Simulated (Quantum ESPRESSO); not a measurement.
# SiC(110), H on both faces, stepped through the number of layers, part 7 of 11

Aim: how the results for SiC(110), H on both faces change with the number of layers.

Quantum ESPRESSO 7.5; plane-wave DFT, PBE, GBRV ultrasoft pseudopotentials.

So far. Step 8 (Electrostatic potential, 3 layers): The slope in the vacuum is 0.100 eV/Å for an applied 0.10 V/Å, as it should be. Step 10 (Bands along a path, 3 layers): Along this path the valence top lies at Γ and the conduction bottom at Y.

## (11) Relaxation with pw.x, 4 layers

System of this step: SiC(110), H on both faces, 4 layers. The cell holds 12 atoms: 4 H, 4 Si and 4 C. Cell: a = 4.378 Å, b = 3.096 Å, c = 23.039 Å, α = 90.0°, β = 90.0°, γ = 90.0°. It derives from SiC. Vacuum lies along c.

Input file m1.relax.in:

```
&control
  prefix = 'm1.relax'
  outdir = './out'
  pseudo_dir = './pseudo'
  nstep = 80
  forc_conv_thr = 0.0006
  calculation = 'relax'
/
&system
  ibrav = 0
  nat = 12
  ntyp = 3
  ecutwfc = 40
  ecutrho = 200
  occupations = 'smearing'
  smearing = 'fd'
  degauss = 0.002
/
&electrons
  conv_thr = 1e-08
  mixing_beta = 0.4
  electron_maxstep = 120
  mixing_mode = 'plain'
/
&ions
/
ATOMIC_SPECIES
  H   1.0080  h_pbe_v1.4.uspp.F.UPF
  Si  28.0850  si_pbe_v1.uspp.F.UPF
  C   12.0110  c_pbe_v1.2.uspp.F.UPF
CELL_PARAMETERS angstrom
  4.37818550200000 0.00000000000000 0.00000000000000
  0.00000000000000 3.09619996900000 0.00000000000000
  0.00000000000000 0.00000000000000 23.03928810299718
ATOMIC_POSITIONS crystal
  H   0.806231759000 0.000000000000 0.347128938848
  H   0.397632945500 0.500000000000 0.359528983486
  Si  0.000000000000 0.000000000000 0.399209126325
  C   0.250000000000 0.500000000000 0.399209126325
  Si  0.500000000000 0.500000000000 0.466403042108
  C   0.750000000000 0.000000000000 0.466403042108
  Si  0.000000000000 0.000000000000 0.533596957892
  C   0.250000000000 0.500000000000 0.533596957892
  Si  0.500000000000 0.500000000000 0.600790873675
  C   0.750000000000 0.000000000000 0.600790873675
  H   0.897632945500 0.000000000000 0.640471016514
  H   0.306231759000 0.500000000000 0.652871061152
K_POINTS automatic
  4 8 1 0 0 0
```

On the command line:

```bash
$ OMP_NUM_THREADS=1 mpirun -n 4 pw.x -nk 2 -in m1.relax.in > m1.relax.out
```

Log:

```text
[banner, memory and clock lines left out]
Program PWSCF v.7.5 starts
[...]
Message from routine setup:
[...]
number of electrons       =        36.00
     number of Kohn-Sham states=           22
     kinetic-energy cutoff     =      40.0000  Ry
     charge density cutoff     =     200.0000  Ry
[...]
number of k points=    15  Fermi-Dirac smearing, width (Ry)=  0.0020
[...]
Dense  grid:   100717 G-vectors     FFT dimensions: (  40,  30, 200)
[...]
negative rho (up, down):  9.468E-04 0.000E+00
     Starting wfcs are   36 randomized atomic wfcs
[...]
negative rho (up, down):  8.281E-04 0.000E+00
[...]
estimated scf accuracy    <       2.01289981 Ry
[...]
negative rho (up, down):  9.352E-04 0.000E+00
[...]
estimated scf accuracy    <       0.12749820 Ry
[...]
negative rho (up, down):  1.069E-03 0.000E+00
[...]
estimated scf accuracy    <       0.03371699 Ry
[...]
negative rho (up, down):  1.165E-03 0.000E+00
[...]
estimated scf accuracy    <       0.00420572 Ry
[...]
negative rho (up, down):  1.200E-03 0.000E+00
[...]
estimated scf accuracy    <       0.00043083 Ry
[...]
negative rho (up, down):  1.219E-03 0.000E+00
[...]
estimated scf accuracy    <       0.00008649 Ry
[...]
negative rho (up, down):  1.231E-03 0.000E+00
[...]
estimated scf accuracy    <       0.00001666 Ry
[...]
negative rho (up, down):  1.238E-03 0.000E+00
[...]
estimated scf accuracy    <       0.00000056 Ry
[...]
negative rho (up, down):  1.242E-03 0.000E+00
[...]
estimated scf accuracy    <       0.00000014 Ry
[...]
negative rho (up, down):  1.244E-03 0.000E+00
[...]
estimated scf accuracy    <       0.00000004 Ry
[...]
negative rho (up, down):  1.248E-03 0.000E+00
[...]
the Fermi energy is    -0.1472 ev
!    total energy              =     -89.13921334 Ry
     estimated scf accuracy    <          1.1E-09 Ry
     smearing contrib. (-TS)   =      -0.00000000 Ry
     internal energy E=F+TS    =     -89.13921334 Ry
[...]
one-electron contribution =   -1160.20915394 Ry
     hartree contribution      =     589.31767929 Ry
     xc contribution           =     -35.10039942 Ry
     ewald contribution        =     516.85266073 Ry
     convergence has been achieved in  11 iterations
     negative rho (up, down):  1.248E-03 0.000E+00
[...]
Total force =     0.068173     Total SCF correction =     0.000024
[...]
negative rho (up, down):  1.266E-03 0.000E+00
[...]
negative rho (up, down):  1.256E-03 0.000E+00
[...]
estimated scf accuracy    <       0.00047862 Ry
[...]
negative rho (up, down):  1.252E-03 0.000E+00
[...]
estimated scf accuracy    <       0.00010215 Ry
[...]
negative rho (up, down):  1.249E-03 0.000E+00
[...]
estimated scf accuracy    <       0.00002481 Ry
[...]
negative rho (up, down):  1.249E-03 0.000E+00
[...]
estimated scf accuracy    <       0.00000279 Ry
[...]
negative rho (up, down):  1.249E-03 0.000E+00
[...]
estimated scf accuracy    <       0.00000040 Ry
[...]
negative rho (up, down):  1.249E-03 0.000E+00
[...]
estimated scf accuracy    <       0.00000006 Ry
[...]
negative rho (up, down):  1.249E-03 0.000E+00
[...]
the Fermi energy is    -0.1805 ev
!    total energy              =     -89.14199658 Ry
     estimated scf accuracy    <          1.9E-09 Ry
     smearing contrib. (-TS)   =      -0.00000000 Ry
     internal energy E=F+TS    =     -89.14199658 Ry
[...]
one-electron contribution =   -1161.12895583 Ry
     hartree contribution      =     589.70126298 Ry
     xc contribution           =     -35.10363966 Ry
     ewald contribution        =     517.38933593 Ry
     convergence has been achieved in   7 iterations
     negative rho (up, down):  1.249E-03 0.000E+00
[...]
Total force =     0.023065     Total SCF correction =     0.000073
[...]
negative rho (up, down):  1.254E-03 0.000E+00
[...]
negative rho (up, down):  1.250E-03 0.000E+00
[...]
estimated scf accuracy    <       0.00012418 Ry
[...]
negative rho (up, down):  1.248E-03 0.000E+00
[...]
estimated scf accuracy    <       0.00001783 Ry
[...]
negative rho (up, down):  1.247E-03 0.000E+00
[...]
estimated scf accuracy    <       0.00000379 Ry
[...]
negative rho (up, down):  1.247E-03 0.000E+00
[...]
estimated scf accuracy    <       0.00000066 Ry
[...]
negative rho (up, down):  1.247E-03 0.000E+00
[...]
estimated scf accuracy    <       0.00000010 Ry
[...]
negative rho (up, down):  1.247E-03 0.000E+00
[...]
estimated scf accuracy    <       0.00000012 Ry
[...]
negative rho (up, down):  1.247E-03 0.000E+00
[...]
the Fermi energy is    -0.1783 ev
!    total energy              =     -89.14256499 Ry
     estimated scf accuracy    <          9.6E-10 Ry
     smearing contrib. (-TS)   =      -0.00000000 Ry
     internal energy E=F+TS    =     -89.14256499 Ry
[...]
one-electron contribution =   -1161.81224566 Ry
     hartree contribution      =     590.04083716 Ry
     xc contribution           =     -35.11035511 Ry
     ewald contribution        =     517.73919863 Ry
     convergence has been achieved in   7 iterations
     negative rho (up, down):  1.247E-03 0.000E+00
[...]
Total force =     0.016502     Total SCF correction =     0.000020
[...]
negative rho (up, down):  1.254E-03 0.000E+00
[...]
negative rho (up, down):  1.248E-03 0.000E+00
[...]
estimated scf accuracy    <       0.00022277 Ry
[...]
negative rho (up, down):  1.245E-03 0.000E+00
[...]
estimated scf accuracy    <       0.00003014 Ry
[...]
negative rho (up, down):  1.244E-03 0.000E+00
[...]
estimated scf accuracy    <       0.00000669 Ry
[...]
negative rho (up, down):  1.244E-03 0.000E+00
[...]
estimated scf accuracy    <       0.00000104 Ry
[...]
negative rho (up, down):  1.244E-03 0.000E+00
[...]
estimated scf accuracy    <       0.00000013 Ry
[...]
negative rho (up, down):  1.244E-03 0.000E+00
[...]
estimated scf accuracy    <       0.00000003 Ry
[...]
negative rho (up, down):  1.244E-03 0.000E+00
[...]
estimated scf accuracy    <          2.5E-09 Ry
[...]
negative rho (up, down):  1.244E-03 0.000E+00
[...]
the Fermi energy is    -0.1742 ev
!    total energy              =     -89.14304796 Ry
     estimated scf accuracy    <          3.7E-10 Ry
     smearing contrib. (-TS)   =      -0.00000000 Ry
     internal energy E=F+TS    =     -89.14304796 Ry
[...]
internal energy E=F+TS    =     -89.14354011 Ry
[...]
one-electron contribution =   -1165.62575636 Ry
     hartree contribution      =     591.96777341 Ry
     xc contribution           =     -35.13965428 Ry
     ewald contribution        =     519.65409711 Ry
     convergence has been achieved in   8 iterations
     negative rho (up, down):  1.243E-03 0.000E+00
[...]
Total force =     0.007261     Total SCF correction =     0.000025
[...]
negative rho (up, down):  1.244E-03 0.000E+00
[...]
negative rho (up, down):  1.244E-03 0.000E+00
[...]
estimated scf accuracy    <       0.00001703 Ry
[...]
negative rho (up, down):  1.244E-03 0.000E+00
[...]
estimated scf accuracy    <       0.00000356 Ry
[...]
negative rho (up, down):  1.245E-03 0.000E+00
[...]
estimated scf accuracy    <       0.00000069 Ry
[...]
negative rho (up, down):  1.245E-03 0.000E+00
[...]
estimated scf accuracy    <       0.00000007 Ry
[...]
negative rho (up, down):  1.245E-03 0.000E+00
[...]
estimated scf accuracy    <          7.9E-09 Ry
[...]
negative rho (up, down):  1.245E-03 0.000E+00
[...]
estimated scf accuracy    <          1.8E-09 Ry
[...]
negative rho (up, down):  1.245E-03 0.000E+00
[...]
the Fermi energy is    -0.1814 ev
!    total energy              =     -89.14360443 Ry
     estimated scf accuracy    <          4.6E-11 Ry
     smearing contrib. (-TS)   =      -0.00000000 Ry
     internal energy E=F+TS    =     -89.14360443 Ry
[...]
one-electron contribution =   -1166.27486867 Ry
     hartree contribution      =     592.29134245 Ry
     xc contribution           =     -35.14241363 Ry
     ewald contribution        =     519.98233542 Ry
     convergence has been achieved in   7 iterations
     negative rho (up, down):  1.245E-03 0.000E+00
[...]
Total force =     0.005583     Total SCF correction =     0.000013
[...]
negative rho (up, down):  1.245E-03 0.000E+00
[...]
negative rho (up, down):  1.246E-03 0.000E+00
[...]
estimated scf accuracy    <       0.00001751 Ry
[...]
negative rho (up, down):  1.246E-03 0.000E+00
[...]
estimated scf accuracy    <       0.00000388 Ry
[...]
negative rho (up, down):  1.246E-03 0.000E+00
[...]
estimated scf accuracy    <       0.00000034 Ry
[...]
negative rho (up, down):  1.246E-03 0.000E+00
[...]
estimated scf accuracy    <       0.00000007 Ry
[...]
negative rho (up, down):  1.247E-03 0.000E+00
[...]
estimated scf accuracy    <          5.0E-09 Ry
[...]
negative rho (up, down):  1.247E-03 0.000E+00
[...]
estimated scf accuracy    <          4.9E-10 Ry
[...]
negative rho (up, down):  1.247E-03 0.000E+00
[...]
the Fermi energy is    -0.1865 ev
!    total energy              =     -89.14365904 Ry
     estimated scf accuracy    <          4.5E-11 Ry
     smearing contrib. (-TS)   =      -0.00000000 Ry
     internal energy E=F+TS    =     -89.14365904 Ry
[...]
one-electron contribution =   -1166.90947882 Ry
     hartree contribution      =     592.60502008 Ry
     xc contribution           =     -35.14540571 Ry
     ewald contribution        =     520.30620541 Ry
     convergence has been achieved in   7 iterations
     negative rho (up, down):  1.247E-03 0.000E+00
[...]
Total force =     0.005723     Total SCF correction =     0.000012
[...]
negative rho (up, down):  1.247E-03 0.000E+00
[...]
negative rho (up, down):  1.247E-03 0.000E+00
[...]
estimated scf accuracy    <       0.00003305 Ry
[...]
negative rho (up, down):  1.247E-03 0.000E+00
[...]
estimated scf accuracy    <       0.00000684 Ry
[...]
negative rho (up, down):  1.248E-03 0.000E+00
[...]
estimated scf accuracy    <       0.00000059 Ry
[...]
negative rho (up, down):  1.248E-03 0.000E+00
[...]
estimated scf accuracy    <       0.00000012 Ry
[...]
negative rho (up, down):  1.248E-03 0.000E+00
[...]
estimated scf accuracy    <       0.00000002 Ry
[...]
negative rho (up, down):  1.248E-03 0.000E+00
[...]
estimated scf accuracy    <          1.1E-09 Ry
[...]
negative rho (up, down):  1.248E-03 0.000E+00
[...]
estimated scf accuracy    <          3.3E-10 Ry
[...]
negative rho (up, down):  1.248E-03 0.000E+00
[...]
the Fermi energy is    -0.1925 ev
!    total energy              =     -89.14371411 Ry
     estimated scf accuracy    <          1.6E-11 Ry
     smearing contrib. (-TS)   =      -0.00000000 Ry
     internal energy E=F+TS    =     -89.14371411 Ry
[...]
one-electron contribution =   -1167.63773508 Ry
     hartree contribution      =     592.96399498 Ry
     xc contribution           =     -35.14948071 Ry
     ewald contribution        =     520.67950669 Ry
     convergence has been achieved in   8 iterations
     negative rho (up, down):  1.248E-03 0.000E+00
[...]
Total force =     0.005599     Total SCF correction =     0.000006
[...]
negative rho (up, down):  1.248E-03 0.000E+00
[...]
negative rho (up, down):  1.249E-03 0.000E+00
[...]
estimated scf accuracy    <       0.00003311 Ry
[...]
negative rho (up, down):  1.249E-03 0.000E+00
[...]
estimated scf accuracy    <       0.00000639 Ry
[...]
negative rho (up, down):  1.249E-03 0.000E+00
[...]
estimated scf accuracy    <       0.00000055 Ry
[...]
negative rho (up, down):  1.249E-03 0.000E+00
[...]
estimated scf accuracy    <       0.00000008 Ry
[...]
negative rho (up, down):  1.249E-03 0.000E+00
[...]
estimated scf accuracy    <       0.00000002 Ry
[...]
negative rho (up, down):  1.249E-03 0.000E+00
[...]
estimated scf accuracy    <          1.9E-09 Ry
[...]
negative rho (up, down):  1.249E-03 0.000E+00
[...]
estimated scf accuracy    <          4.3E-10 Ry
[...]
negative rho (up, down):  1.250E-03 0.000E+00
[...]
the Fermi energy is    -0.1975 ev
!    total energy              =     -89.14375526 Ry
     estimated scf accuracy    <          5.6E-11 Ry
     smearing contrib. (-TS)   =      -0.00000000 Ry
     internal energy E=F+TS    =     -89.14375526 Ry
[...]
one-electron contribution =   -1168.18864584 Ry
     hartree contribution      =     593.23465330 Ry
     xc contribution           =     -35.15401003 Ry
     ewald contribution        =     520.96424731 Ry
     convergence has been achieved in   8 iterations
     negative rho (up, down):  1.250E-03 0.000E+00
[...]
Total force =     0.004093     Total SCF correction =     0.000011
[...]
negative rho (up, down):  1.249E-03 0.000E+00
[...]
negative rho (up, down):  1.249E-03 0.000E+00
[...]
estimated scf accuracy    <       0.00001227 Ry
[...]
negative rho (up, down):  1.249E-03 0.000E+00
[...]
estimated scf accuracy    <       0.00000206 Ry
[...]
negative rho (up, down):  1.249E-03 0.000E+00
[...]
estimated scf accuracy    <       0.00000022 Ry
[...]
negative rho (up, down):  1.249E-03 0.000E+00
[...]
estimated scf accuracy    <       0.00000002 Ry
[...]
negative rho (up, down):  1.250E-03 0.000E+00
[...]
estimated scf accuracy    <          4.6E-09 Ry
[...]
negative rho (up, down):  1.250E-03 0.000E+00
[...]
estimated scf accuracy    <          2.5E-10 Ry
[...]
negative rho (up, down):  1.250E-03 0.000E+00
[...]
the Fermi energy is    -0.1995 ev
!    total energy              =     -89.14377457 Ry
     estimated scf accuracy    <          5.1E-11 Ry
     smearing contrib. (-TS)   =      -0.00000000 Ry
     internal energy E=F+TS    =     -89.14377457 Ry
[...]
one-electron contribution =   -1168.32197056 Ry
     hartree contribution      =     593.29940703 Ry
     xc contribution           =     -35.15655861 Ry
     ewald contribution        =     521.03534757 Ry
     convergence has been achieved in   7 iterations
     negative rho (up, down):  1.250E-03 0.000E+00
[...]
Total force =     0.002465     Total SCF correction =     0.000004
[...]
negative rho (up, down):  1.249E-03 0.000E+00
[...]
```

Wall time 4.3 min (4 MPI ranks of Arm Neoverse V1, shared host); peak memory 0.68 GiB.

Relaxation path:

| step | energy less that of the first step (eV) | largest force (eV/Å) |
| --- | --- | --- |
| 1 | 0.0000 | 0.9329 |
| 2 | -0.0379 | 0.2904 |
| 3 | -0.0456 | 0.1872 |
| 4 | -0.0522 | 0.1716 |
| 5 | -0.0567 | 0.1380 |
| 6 | -0.0589 | 0.0769 |
| 7 | -0.0597 | 0.0608 |
| 8 | -0.0605 | 0.0583 |
| 9 | -0.0612 | 0.0730 |
| 10 | -0.0618 | 0.0565 |
| 11 | -0.0621 | 0.0223 |
| 12 | -0.0622 | 0.0212 |
| 13 | -0.0622 | 0.0185 |
| 14 | -0.0623 | 0.0204 |
| 15 | -0.0623 | 0.0186 |
| 16 | -0.0624 | 0.0113 |

The atoms that moved most (Å):

```
atom      dx     dy      dz  length
 H11  -0.040  0.000  -0.040   0.056
  H2  -0.040  0.000   0.040   0.056
 H12   0.032  0.000   0.038   0.049
  H1   0.032  0.000  -0.038   0.049
  C4  -0.022  0.000   0.037   0.043
 C10  -0.022  0.000  -0.037   0.043
 Si3   0.016  0.000   0.015   0.021
 Si9   0.016  0.000  -0.015   0.021
```

The relaxation lowers the energy by 5 meV an atom.

This step gave:

| Item | Value |
| --- | --- |
| free energy | -1212.8632 eV |
| Fermi energy | -0.2067 eV |

## (12) SCF with pw.x, 4 layers

Input file m1.f0.in:

```
&control
  prefix = 'm1.f0'
  outdir = './out'
  pseudo_dir = './pseudo'
  calculation = 'scf'
  tprnfor = .true.
  tefield = .true.
  dipfield = .true.
/
&system
  ibrav = 0
  nat = 12
  ntyp = 3
  ecutwfc = 40
  ecutrho = 200
  occupations = 'smearing'
  smearing = 'fd'
  degauss = 0.002
  edir = 3
  emaxpos = 0.97
  eopreg = 0.04
  eamp = 0.0
  nbnd = 22
/
&electrons
  conv_thr = 1e-09
  mixing_beta = 0.4
  electron_maxstep = 120
  mixing_mode = 'plain'
/
ATOMIC_SPECIES
  H   1.0080  h_pbe_v1.4.uspp.F.UPF
  Si  28.0850  si_pbe_v1.uspp.F.UPF
  C   12.0110  c_pbe_v1.2.uspp.F.UPF
CELL_PARAMETERS angstrom
  4.37818550200000 0.00000000000000 0.00000000000000
  0.00000000000000 3.09619996900000 0.00000000000000
  0.00000000000000 0.00000000000000 23.03928810299718
ATOMIC_POSITIONS crystal
  H   0.813475552100 0.000000000000 0.345489105100
  H   0.388594818200 0.500000000000 0.361263155900
  Si  0.003583784500 0.000000000000 0.399846573500
  C   0.244902644700 0.500000000000 0.400814383100
  Si  0.502325920400 0.500000000000 0.466577849100
  C   0.750981984600 0.000000000000 0.466256688400
  Si  0.002325920400 0.000000000000 0.533422150900
  C   0.250981984600 0.500000000000 0.533743311600
  Si  0.503583784500 0.500000000000 0.600153426500
  C   0.744902644700 0.000000000000 0.599185616900
  H   0.888594818200 0.000000000000 0.638736844100
  H   0.313475552100 0.500000000000 0.654510894900
K_POINTS automatic
  4 8 1 0 0 0
```

On the command line:

```bash
$ OMP_NUM_THREADS=1 mpirun -n 4 pw.x -nk 2 -in m1.f0.in > m1.f0.out
```

Log:

```text
[banner, memory and clock lines left out]
Program PWSCF v.7.5 starts
[...]
number of electrons       =        36.00
     number of Kohn-Sham states=           22
     kinetic-energy cutoff     =      40.0000  Ry
     charge density cutoff     =     200.0000  Ry
[...]
number of k points=    18  Fermi-Dirac smearing, width (Ry)=  0.0020
[...]
Dense  grid:   100717 G-vectors     FFT dimensions: (  40,  27, 200)
[...]
negative rho (up, down):  9.561E-04 0.000E+00
[...]
Starting wfcs are   36 randomized atomic wfcs
[...]
negative rho (up, down):  8.341E-04 0.000E+00
[...]
estimated scf accuracy    <       2.05219215 Ry
[...]
negative rho (up, down):  9.415E-04 0.000E+00
[...]
estimated scf accuracy    <       0.12784867 Ry
[...]
negative rho (up, down):  1.071E-03 0.000E+00
[...]
estimated scf accuracy    <       0.03330571 Ry
[...]
negative rho (up, down):  1.167E-03 0.000E+00
[...]
estimated scf accuracy    <       0.00462176 Ry
[...]
negative rho (up, down):  1.200E-03 0.000E+00
[...]
estimated scf accuracy    <       0.00044730 Ry
[...]
negative rho (up, down):  1.218E-03 0.000E+00
[...]
estimated scf accuracy    <       0.00010503 Ry
[...]
negative rho (up, down):  1.229E-03 0.000E+00
[...]
estimated scf accuracy    <       0.00001655 Ry
[...]
negative rho (up, down):  1.236E-03 0.000E+00
[...]
estimated scf accuracy    <       0.00000765 Ry
[...]
negative rho (up, down):  1.240E-03 0.000E+00
[...]
estimated scf accuracy    <       0.00000022 Ry
[...]
negative rho (up, down):  1.242E-03 0.000E+00
[...]
estimated scf accuracy    <       0.00000006 Ry
[...]
negative rho (up, down):  1.244E-03 0.000E+00
[...]
Total length         41.7964 bohr
[...]
estimated scf accuracy    <          8.6E-09 Ry
[...]
negative rho (up, down):  1.246E-03 0.000E+00
[...]
Computed dipole along edir(3) :
        Dipole                0.0000 Ry au,          0.0001 Debye
        Dipole field          0.0000 Ry au,
        Potential amp.       -0.0000 Ry
        Total length         41.7964 bohr
[...]
the Fermi energy is    -0.2066 ev
!    total energy              =     -89.14379787 Ry
     estimated scf accuracy    <          7.2E-10 Ry
     smearing contrib. (-TS)   =      -0.00000000 Ry
     internal energy E=F+TS    =     -89.14379787 Ry
[...]
one-electron contribution =   -1167.21704586 Ry
     hartree contribution      =     592.74561205 Ry
     xc contribution           =     -35.15234098 Ry
     ewald contribution        =     520.47997692 Ry
     electric field correction =       0.00000000 Ry
     convergence has been achieved in  12 iterations
     negative rho (up, down):  1.246E-03 0.000E+00
[...]
Total force =     0.001168     Total SCF correction =     0.000020
[...]
```

Elapsed: 30 s, on 4 MPI ranks; peak memory 0.43 GiB.

Numbers from this step:

```
Fermi energy                         : -0.2066 eV
dipole along the normal              : 2.08e-5 e·Å
valence top, on the run's zero       : -1.084 eV
conduction bottom, on the run's zero : 1.385 eV
gap by band count                    : 2.469 eV
```

(Continued in part 8 of 11.)

[Logs are printed without paths, hosts, clocks, repeated set-up lines and the standing remarks that a program may print on its own settings, such as how far it seeks lower states.]

[Hosts, paths, dates, database ids (printed as entryN), source tags and the programs' standing remarks are cut or masked in the printed files.]

[Maps of the electrostatic potential energy from Ansatz leave out the sawtooth potential of an applied field or a dipole correction, so their vacuum need not be flat; planar profiles and work functions include it.]
